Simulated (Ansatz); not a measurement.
**A hypothetical structure for YTl2Cu3**

This structure for YTl2Cu3 is made up. Its elements were placed in a known structure type with a cell scaled to their sizes. What cell does the guess relax to, and how far off was it?

Main program and level: Ansatz 0.2.0; DFT, PBEsol, plane-wave PAW, files of the set soft_1, scalar-relativistic, ferromagnetic start, cell and ions relaxed at zero pressure; PAW set soft_1, in the first sound run; inputs show where later runs differ.

### 1. The structure

Symmetry: P6/mmm, No. 191, hexagonal system. Conventional cell: a = 5.659 Å, b = 5.659 Å, c = 4.536 Å, α = 90.00°, β = 90.00°, γ = 120.00°. Nearest to Tl lie 6 Cu at 2.80 Å and 3 Tl at 3.27 Å and 3 Y at 3.27 Å. Nearest to Y lie 6 Tl at 3.27 Å and 12 Cu at 3.63 Å. Nearest to Cu lie 4 Tl at 2.80 Å and 4 Cu at 2.83 Å and 4 Y at 3.63 Å. Farther neighbours are not listed.

### 2. Relaxation of the guess

The guess takes its coordinates from another compound and its volume from a rule, so the cell and any free coordinates are relaxed together.

Input file input.yaml:

```yaml
crystal:
  lattice:
    - [5.659, 0.0, 0.0]
    - [-2.8295, 4.90083776, 0.0]
    - [0.0, 0.0, 4.536]
  atoms:
    - { symbol: Tl, position: [0.666666667, 0.333333333, 0.0] }
    - { symbol: Tl, position: [0.333333333, 0.666666667, 0.0] }
    - { symbol: "Y", position: [0.0, 0.0, 0.0] }
    - { symbol: Cu, position: [0.0, 0.5, 0.5], spin: 0.6 }
    - { symbol: Cu, position: [0.5, 0.5, 0.5], spin: 0.6 }
    - { symbol: Cu, position: [0.5, 0.0, 0.5], spin: 0.6 }
magnetization:
  spin_polarized: true
kpoints:
  mp_grid: { grid: [6, 6, 6] }
scf:
  occupations: { method: fermi_dirac, width: 0.05 }
hamiltonian:
  xc: pbesol
  pseudopotentials: { kind: paw, azcp: { folder: soft_1 }, xc_functional: pbe }
relax:
  f_tol: 0.015
  max_steps: 70
  cell: {}
output:
  forces: true
  stress: true
```

On the command line:

```sh
ansatz run input.yaml --threads 4 --pin off --max-ram 10240MiB --backend cpu --events-out ev --progress --plain --runs-dir out
```

Numbers of over 12 decimals in the logs are rounded to 6 here.

The program printed:

```text
Engine: ansatz 0.2.0, aarch64-unknown-linux-gnu
Pseudopotentials: kind: paw
Pseudopotential: Tl, paw, valence charge 13, recommended cutoff 420 eV (normal), soft_1/Tl.paw.azcp
Pseudopotential: Y, paw, valence charge 11, recommended cutoff 420 eV (normal), soft_1/Y.paw.azcp
Pseudopotential: Cu, paw, valence charge 19, recommended cutoff 420 eV (normal), soft_1/Cu.paw.azcp
Functional definition: PBEsol
  exchange = pbesol_x
  correlation = pbesol_c
Crystal: 6 atoms, lattice volume = 125.801 Å³
Basis set: ecut = 420 eV, 2451 PW (Γ), exchange–correlation on 80×80×64 points (8 copies of the dense FFT grid, shifted against one another)
Bands: 58, of which v1, the nominal top of the filled ones, is band 47 counted from 1 (46 counted from 0)
Symmetry: 24 space group operations
Space group: P6/mmm (ITA 191), of the structure as read, at distance tolerance 5.0e-5 Å
Magnetic group: BNS 191.233 (UNI 1463), of the structure as read, at distance tolerance 5.0e-5 Å
k-points: 28 of 216
Non-local potential: Tl, projectors of the file, l = 0: 2, l = 1: 2, l = 2: 2, l = 3: 1
Non-local potential: Y, projectors of the file, l = 0: 3, l = 1: 2, l = 2: 2, l = 3: 1
Non-local potential: Cu, projectors of the file, l = 0: 3, l = 1: 2, l = 2: 3, l = 3: 1
PAW form: soft (Blöchl's): semilocal exchange-correlation on the pseudo side does not see the compensation charge
PAW frozen core: Tl, regenerated for the run's functional, and the local potential with it (the file was generated under x = pbe(κ = 0.804, μ = 0.219515), c = pbe(β = 0.066725))
PAW frozen core: Y, regenerated for the run's functional, and the local potential with it (the file was generated under x = pbe(κ = 0.804, μ = 0.219515), c = pbe(β = 0.066725))
PAW frozen core: Cu, regenerated for the run's functional, and the local potential with it (the file was generated under x = pbe(κ = 0.804, μ = 0.219515), c = pbe(β = 0.066725))
PAW one-centre angular grid: Tl, 590 points (default); XC on 64 Gauss nodes
PAW one-centre angular grid: Y, 590 points (default); XC on 64 Gauss nodes
PAW one-centre angular grid: Cu, 590 points (default); XC on 64 Gauss nodes
Initial density: superposition of atomic densities (chi_scale 0.1, normalization cell, long waves kept (reshape's long-wave potential 0.00 eV rms))
Starting moments: Σ|m| = 1.8 μB on 3 of 6 sites
Initial wavefunctions: pseudopotential atomic-orbital guess
Functional: x = pbesol(κ = 0.804, μ = 0.123457), c = pbesol(β = 0.046)
SCF iter   1: F=—  HF=-46165.358105 eV  |F-HF|=—  |Δ(HF+E_count)|=         —  Δρ=1.95e-1 (↑1.82e-1 ↓1.95e-1)  dr2=1.53e2  dr2_m=8.77e-2  M=1.966 μB ∫|m|=2.123 μB  β_m=1.00  ethr=3.10e-3  ⟨swp⟩=6.0  Hψ=10913  notcnv=0
preconditioner: auto → Kerker (q_TF=auto, 2.599 Å⁻¹)  [metal: Δε(μ)=0.009 eV  Ē_g=9.632 eV  σ=0.050 eV  W_gap=0.04  n_scr=32 (ndim 8)  ℏωp=27.3 eV  f_vac=0.000  D(μ)=11.63/eV (n_scr^D=148)]
spin=Collinear: Kerker preconditioning applied to the charge; magnetization (m = ρ↑ − ρ↓) channel mixes plain (no charge-response kernel on spin).
SCF iter   2: F=—  HF=-46161.772770 eV  |F-HF|=—  |Δ(HF+E_count)|=    3.59e0  Δρ=1.29e-1 (↑3.51e-2 ↓1.29e-1)  dr2=1.62e1  dr2_m=2.98e0  M=0.102 μB ∫|m|=0.209 μB  β_m=0.30  ethr=3.10e-3  ⟨swp⟩=4.0  Hψ=8878  notcnv=0  defer=116
SCF iter   3: F=—  HF=-46155.999728 eV  |F-HF|=—  |Δ(HF+E_count)|=    5.77e0  Δρ=4.59e-2 (↑2.57e-2 ↓4.59e-2)  dr2=7.05e-1  dr2_m=1.32e0  M=0.116 μB ∫|m|=0.276 μB  β_m=0.30  ethr=3.10e-3  ⟨swp⟩=2.1  Hψ=6860  notcnv=0  defer=148
SCF iter   4: F=—  HF=-46155.829173 eV  |F-HF|=—  |Δ(HF+E_count)|=   1.71e-1  Δρ=3.38e-2 (↑3.38e-2 ↓1.67e-2)  dr2=6.10e-1  dr2_m=6.74e-1  M=0.117 μB ∫|m|=0.250 μB  β_m=0.30  ethr=7.50e-4  ⟨swp⟩=2.1  Hψ=6858  notcnv=0  defer=146
SCF iter   5: F=—  HF=-46155.963303 eV  |F-HF|=—  |Δ(HF+E_count)|=   1.34e-1  Δρ=3.64e-2 (↑4.96e-3 ↓3.64e-2)  dr2=9.47e-1  dr2_m=4.35e-1  M=0.052 μB ∫|m|=0.156 μB  β_m=0.30  ethr=6.49e-4  ⟨swp⟩=2.2  Hψ=5406  notcnv=0  defer=146
SCF iter   6: F=—  HF=-46155.896752 eV  |F-HF|=—  |Δ(HF+E_count)|=   6.66e-2  Δρ=2.00e-2 (↑8.50e-3 ↓2.00e-2)  dr2=1.37e-1  dr2_m=2.30e-1  M=0.042 μB ∫|m|=0.132 μB  β_m=0.30  ethr=6.49e-4  ⟨swp⟩=2.2  Hψ=5019  notcnv=0  defer=142
SCF iter   7: F=—  HF=-46155.884058 eV  |F-HF|=—  |Δ(HF+E_count)|=   1.27e-2  Δρ=1.29e-2 (↑8.14e-3 ↓1.29e-2)  dr2=3.17e-2  dr2_m=1.28e-1  M=0.031 μB ∫|m|=0.104 μB  β_m=0.30  ethr=1.45e-4  ⟨swp⟩=1.9  Hψ=3349  notcnv=0  defer=142
Mixer restart at iter 7: flushing history
spin-set hold released at iteration 7 (site moments contracting): the magnetisation degrees of freedom join the quasi-Newton model from the next iteration; the mixer history was flushed
SCF iter   8: F=—  HF=-46155.886091 eV  |F-HF|=—  |Δ(HF+E_count)|=   2.03e-3  Δρ=8.04e-3 (↑8.04e-3 ↓7.59e-3)  dr2=2.44e-3  dr2_m=7.00e-2  M=0.023 μB ∫|m|=0.085 μB  β_m=0.63  ethr=3.37e-5  ⟨swp⟩=2.0  Hψ=3646  notcnv=0  defer=142
SCF iter   9: F=—  HF=-46155.919509 eV  |F-HF|=—  |Δ(HF+E_count)|=   3.34e-2  Δρ=7.73e-3 (↑3.91e-3 ↓7.73e-3)  dr2=1.07e-1  dr2_m=4.33e-3  M=0.001 μB ∫|m|=0.028 μB  β_m=0.63  ethr=2.60e-6  ⟨swp⟩=2.9  Hψ=6496  notcnv=0  defer=142
SCF iter  10: F=—  HF=-46155.895432 eV  |F-HF|=—  |Δ(HF+E_count)|=   2.41e-2  Δρ=1.58e-3 (↑1.58e-3 ↓8.76e-4)  dr2=4.76e-3  dr2_m=1.45e-4  M=-0.003 μB ∫|m|=0.012 μB  β_m=0.81  ethr=2.60e-6  ⟨swp⟩=2.5  Hψ=6901  notcnv=0  defer=138
SCF iter  11: F=—  HF=-46155.894833 eV  |F-HF|=—  |Δ(HF+E_count)|=   5.99e-4  Δρ=9.63e-5 (↑8.46e-5 ↓9.63e-5)  dr2=1.42e-5  dr2_m=5.80e-6  M=-0.001 μB ∫|m|=0.002 μB  β_m=0.75  ethr=2.60e-6  ⟨swp⟩=2.0  Hψ=3785  notcnv=0  defer=138
SCF iter  12: F=—  HF=-46155.894866 eV  |F-HF|=—  |Δ(HF+E_count)|=   3.25e-5  Δρ=7.40e-5 (↑6.43e-5 ↓7.40e-5)  dr2=1.54e-5  dr2_m=2.29e-7  M=-0.001 μB ∫|m|=0.002 μB  β_m=0.87  ethr=1.51e-8  ⟨swp⟩=2.0  Hψ=5758  notcnv=0  defer=138
SCF iter  13: F=—  HF=-46155.894872 eV  |F-HF|=—  |Δ(HF+E_count)|=   6.02e-6  Δρ=1.35e-5 (↑1.35e-5 ↓8.51e-6)  dr2=5.54e-7  dr2_m=2.67e-8  M=-0.000 μB ∫|m|=0.001 μB  β_m=0.94  ethr=1.51e-8  ⟨swp⟩=2.1  Hψ=4154  notcnv=0  defer=138
SCF iter  14: F=—  HF=-46155.894872 eV  |F-HF|=—  |Δ(HF+E_count)|=   1.24e-7  Δρ=3.09e-6 (↑2.89e-6 ↓3.09e-6)  dr2=5.92e-8  dr2_m=1.29e-9  M=-0.000 μB ∫|m|=0.000 μB  β_m=0.97  ethr=1.06e-10  ⟨swp⟩=2.1  Hψ=10953  notcnv=0
SCF iter  15: F=—  HF=-46155.894872 eV  |F-HF|=—  |Δ(HF+E_count)|=   5.05e-9  Δρ=1.42e-6 (↑1.42e-6 ↓9.73e-7)  dr2=9.81e-9  dr2_m=1.82e-10  M=-0.000 μB ∫|m|=0.000 μB  β_m=0.98  ethr=6.30e-11  ⟨swp⟩=3.0  Hψ=8011  notcnv=0
[...]
the starting moments were not kept: the SCF closed with an absolute magnetisation of 3.2e-6 μB, where they sum to 1.8 μB in size (3 sites). That is at most 0.1 of that sum. Measured as dr2_m measures the in/out step, that magnetisation stands 4.1e-13 eV from none, at or under the dr2_threshold of 6.0e-7 eV: it is no larger than a step whose dr2_m would equal this threshold.
SCF 3 converged in 8 iterations: F = -46156.262544 eV  dr2 = 3.79e-8
  greatest PAW one-centre occupation: 1.000 electrons in one spin orbital (limit 2), on the Cu atom at site 4 (counted from 0), in its partial waves of l = 0
relax step   3: F+E_penalty+E_count = -46156.26254418 eV  Δ(F+E_penalty+E_count) = -7.620e-3 eV  max|allowed force component| = 2.621e-17 eV/Å  Δτ_max = 0.0000 Å  P = -0.175 GPa  Ω = 112.863 Å³  energy of the carried Pulay correction = +3.978e-3 eV  (8 SCF iters, dr2 threshold 6.00e-7 eV, accepted)
[...]
relax step   4: F+E_penalty+E_count = -46156.26310875 eV  Δ(F+E_penalty+E_count) = -5.646e-4 eV  max|allowed force component| = 6.476e-17 eV/Å  Δτ_max = 0.0000 Å  P = +0.003 GPa  Ω = 112.675 Å³  energy of the carried Pulay correction = +4.039e-3 eV  (6 SCF iters, dr2 threshold 4.88e-7 eV, accepted)
Basis set: ecut = 420 eV, 2241 PW (Γ), exchange–correlation on 80×80×60 points (8 copies of the dense FFT grid, shifted against one another)
Initial wavefunctions: pseudopotential atomic-orbital guess (no wavefunctions were taken with the density)
iter 1 solved again at ethr=3.06e-8 eV; its pass at ethr=3.10e-3 eV (dr2=2.88e-5 eV) is discarded
SCF iter   1: F=—  HF=-46156.258704 eV  |F-HF|=—  |Δ(HF+E_count)|=         —  Δρ=8.10e-5 (↑8.10e-5 ↓8.10e-5)  dr2=9.42e-6  dr2_m=1.56e-12  M=0.000 μB ∫|m|=0.000 μB  β_m=0.30  ethr=3.06e-8  ⟨swp⟩=3.5  Hψ=19895  notcnv=0
preconditioner: auto → Kerker (q_TF=auto, 2.647 Å⁻¹)  [metal: Δε(μ)=0.027 eV  Ē_g=11.251 eV  σ=0.050 eV  W_gap=0.13  n_scr=32 (ndim 8)  ℏωp=28.8 eV  f_vac=0.000  D(μ)=3.59/eV (n_scr^D=26)]
spin=Collinear: Kerker preconditioning applied to the charge; magnetization (m = ρ↑ − ρ↓) channel mixes plain (no charge-response kernel on spin).
SCF iter   2: F=—  HF=-46156.258714 eV  |F-HF|=—  |Δ(HF+E_count)|=   1.07e-5  Δρ=2.24e-4 (↑2.24e-4 ↓2.24e-4)  dr2=1.32e-4  dr2_m=9.29e-13  M=0.000 μB ∫|m|=0.000 μB  β_m=0.55  ethr=1.00e-8  ⟨swp⟩=2.0  Hψ=5882  notcnv=0
SCF iter   3: F=—  HF=-46156.258715 eV  |F-HF|=—  |Δ(HF+E_count)|=   6.20e-7  Δρ=4.48e-5 (↑4.48e-5 ↓4.48e-5)  dr2=6.03e-6  dr2_m=2.48e-13  M=0.000 μB ∫|m|=0.000 μB  β_m=0.77  ethr=1.00e-8  ⟨swp⟩=2.0  Hψ=5892  notcnv=0
SCF iter   4: F=—  HF=-46156.258707 eV  |F-HF|=—  |Δ(HF+E_count)|=   7.60e-6  Δρ=2.40e-5 (↑2.40e-5 ↓2.40e-5)  dr2=7.35e-7  dr2_m=2.54e-14  M=0.000 μB ∫|m|=0.000 μB  β_m=0.83  ethr=6.41e-9  ⟨swp⟩=2.0  Hψ=5890  notcnv=0
SCF iter   5: F=—  HF=-46156.258710 eV  |F-HF|=—  |Δ(HF+E_count)|=   2.34e-6  Δρ=6.29e-6 (↑6.29e-6 ↓6.29e-6)  dr2=5.97e-8  dr2_m=6.47e-15  M=-0.000 μB ∫|m|=0.000 μB  β_m=0.92  ethr=7.82e-10  ⟨swp⟩=2.0  Hψ=4338  notcnv=0
SCF iter   6: F=—  HF=-46156.258710 eV  |F-HF|=—  |Δ(HF+E_count)|=   9.73e-8  Δρ=9.90e-7 (↑9.90e-7 ↓9.90e-7)  dr2=2.60e-9  dr2_m=1.65e-15  M=-0.000 μB ∫|m|=0.000 μB  β_m=0.92  ethr=6.35e-11  ⟨swp⟩=2.0  Hψ=4383  notcnv=0
SCF iter   7: F=—  HF=-46156.258710 eV  |F-HF|=—  |Δ(HF+E_count)|=  7.35e-10  Δρ=1.83e-7 (↑1.83e-7 ↓1.83e-7)  dr2=1.94e-10  dr2_m=1.26e-16  M=-0.000 μB ∫|m|=0.000 μB  β_m=0.96  ethr=2.77e-12  ⟨swp⟩=2.4  Hψ=5006  notcnv=0
SCF iter   8: F=-46156.258710 eV  HF=-46156.258710 eV  |F-HF|=0.00e0  |Δ(HF+E_count)|=  7.28e-12  Δρ=3.66e-8 (↑3.66e-8 ↓3.65e-8)  dr2=1.68e-11  dr2_m=7.70e-18  M=-0.000 μB ∫|m|=0.000 μB  ethr=1.00e-12  ⟨swp⟩=3.5  Hψ=8210  notcnv=0
the starting moments were not kept: the SCF closed with an absolute magnetisation of 5.8e-9 μB, where they sum to 1.8 μB in size (3 sites). That is at most 0.1 of that sum. Measured as dr2_m measures the in/out step, that magnetisation stands 2.4e-18 eV from none, at or under the dr2_threshold of 6.0e-11 eV: it is no larger than a step whose dr2_m would equal this threshold.
SCF 5 converged in 8 iterations: F = -46156.258710 eV  dr2 = 1.68e-11
relax step   5: F+E_penalty+E_count = -46156.25870978 eV  Δ(F+E_penalty+E_count) = +4.399e-3 eV  max|allowed force component| = 4.472e-17 eV/Å  Δτ_max = 0.0000 Å  P = +0.003 GPa  Ω = 112.675 Å³  stress off target by 2.30e-2 GPa  SCF on the basis re-selected at this cell (its energy is not comparable with the rows above)  (8 SCF iters)
basis re-selected at this cell: Δ(F+E_penalty+E_count) = +4.399e-3 eV, ΔP = +0.001 GPa vs the last step (what re-selecting the basis moved, of the pressure what is left beyond the Pulay correction that the steps carried, after the strain that the cell walked since its last selection, with what the two solves' SCF thresholds leave and, on support functions, any second-order correction that the steps lacked; it is no measure of the basis error at this ecutwfc). The dense FFT grid was sized anew with the basis: this SCF ran on 40×40×30 points, the steps before it on 40×40×32, so part of this shift can come from that change (see relax.cell in the input reference). [rest of the remark cut]
SCF converged after 8 iterations
Magnetization: -0.0000 μB (47.0000 up, 47.0000 down)
Absolute magnetization: 0.0000 μB (∫|ρ↑−ρ↓|, with the PAW one-centre terms)
Spin contamination: 0.0000 ħ² per cell (⟨S²⟩ above its minimum at these occupations)
Per-site moments (μB) at R_I (Å): [(1.044822748420224e-10, 1.101901), (1.0448227484202245e-10, 1.101901), (-8.010559523254426e-10, 1.310823), (1.443760806786394e-10, 1.101901), (1.44376051492679e-10, 1.101901), (1.4437530104127493e-10, 1.101901)]
Free energy (F): -46156.258710 eV
Harris-Foulkes:  -46156.258710 eV  (|F-HF|=0.00e0)
Internal energy: -46156.228607 eV  (E = F + TS)
E sigma→0 (E₀):  -46156.243658 eV
Entropy (-TS):   -0.030103 eV (-5.017 meV/atom)
Fermi energy:    13.651510 eV
--- Per-component energies (eV) ---
  E_band       = -1256.683782
  E_kinetic    = 1638.330279
  E_local      = -19183.801118  (includes V_loc(G=0)·N_el)
  E_nonlocal   = 3339.630199
  E_hartree    = 8208.688489
  E_xc         = -750.854943
  E_vxc        = -718.140412  (∫ρ·V_xc dr)
  E_paw        = -28182.672670  (= ΣΔE_a)
  E_vpaw       = -2750.082760  (= ΣTr[D̂ρ^β])
  E_aug_tail   = 0.002898  (compensation charges beyond the density's cutoff)
  E_ewald      = -11226.395787
  E_core_change = 0.844047  (= ΣΔE_core)
  E_smearing   = -0.030103  (= −TS)
  E_closure    = 0.000000  (closes the sum)
  Σ components = -46156.258710   (vs F -46156.258710, Δ=0.00e0)
--- Forces (eV/Å), atoms counted from 1 ---
  atom   1  Tl    -0.00000000    -0.00000000     0.00000000
  atom   2  Tl     0.00000000     0.00000000     0.00000000
  atom   3  Y     -0.00000000    -0.00000000     0.00000000
  atom   4  Cu     0.00000000     0.00000000     0.00000000
  atom   5  Cu     0.00000000    -0.00000000     0.00000000
  atom   6  Cu     0.00000000     0.00000000     0.00000000
  max |Σ_I F_I| component: 9.25e-18 eV/Å
--- Stress (GPa, compression-positive) ---
        0.016320       0.000000       0.000000
        0.000000       0.016320       0.000000
        0.000000       0.000000      -0.023041
  P = ⅓ Tr σ = 0.0032 GPa (0.032 kbar)
--- Relaxed structure (4 steps of the walk, 4 accepted, 1 SCFs on fresh bases) ---
  F+E_penalty+E_count = -46156.25870978 eV   max|allowed force component| = 4.472e-17 eV/Å   (the final SCF, on the basis selected at the relaxed cell)
  cell:  # Å, volume = 112.6752 Å³
    - [5.504031, 0.0, 0.0]
    - [-2.752015, 4.766630, 0.0]
    - [0.0, 0.0, 4.294731]
  atoms:
    - { symbol: Tl, position: [0.666667, 0.333333, 0.0] }
    - { symbol: Tl, position: [0.333333, 0.666667, 0.0] }
    - { symbol: Y, position: [0, 0, 0.0] }
    - { symbol: Cu, position: [0.0, 0.5, 0.5] }
    - { symbol: Cu, position: [0.5, 0.5, 0.5] }
    - { symbol: Cu, position: [0.5, 0, 0.5] }
```

Elapsed: 37 s, on 4 threads of Arm Neoverse V1, shared host; peak memory 0.69 GiB; 2.3 min of CPU time.

Step by step:

```
step  energy less that of the first step (eV)  largest force component (eV/Å)  pressure (GPa)  volume (Å³)
   1                                   0.0000                          0.0000           -7.47       125.80
   2                                  -0.3601                          0.0000            1.09       111.22
   3                                  -0.3677                          0.0000           -0.18       112.86
   4                                  -0.3682                          0.0000            0.00       112.68
  5*                                  -0.3638                          0.0000            0.00       112.68
```

Relaxation steps marked * repeat the geometry before them on a plane-wave basis chosen anew for their cell, so energy and pressure can jump there.

Forces are held to the 24 operations that the run works with; a distortion that breaks them can't arise in this run.

```
conventional cell, symmetrised  before  after   change
                         a (Å)   5.659  5.504   -2.7 %
                         b (Å)   5.659  5.504   -2.7 %
                         c (Å)   4.536  4.295   -5.3 %
              volume (Å³/atom)   20.97  18.78  -10.4 %
```

The relaxed structure:

```xyz
6
Lattice="5.5040 0.0000 0.0000 -2.7520 4.7666 0.0000 0.0000 0.0000 4.2947" Properties=species:S:1:pos:R:3 pbc="T T T"
Tl    2.7520    1.5889    0.0000
Tl    0.0000    3.1778    0.0000
Y     0.0000    0.0000    0.0000
Cu   -1.3760    2.3833    2.1474
Cu    1.3760    2.3833    2.1474
Cu    2.7520    0.0000    2.1474
```

This step gave:

```
free energy             : -46156.2587 eV
energy at zero smearing : -46156.2437 eV
smearing term TS        : 0.03010 eV
Fermi energy            : 13.65 eV
electrons               : 94
symmetry operations     : 24
pressure                : 0.003199 GPa
```

Shortest distances by pair of elements, guess and relaxed (not always the same contact):

```
 pair  guess (Å)  relaxed (Å)
Cu–Tl      2.795        2.671
Cu–Cu      2.829        2.752
Tl–Tl      3.267        3.178
 Tl–Y      3.267        3.178
 Cu–Y      3.626        3.491
```

The relaxation ends with a pressure of 0.00 GPa. The starting moments have collapsed: the run ends non-magnetic.

[end of part 1 of 2]

[Logs are printed without paths, hosts, clocks, repeated set-up lines and the standing remarks that a program may print on its own settings, such as how far it seeks lower states.]

[Hosts, paths, dates, database ids (printed as entryN), source tags and the programs' standing remarks are cut or masked in the printed files.]
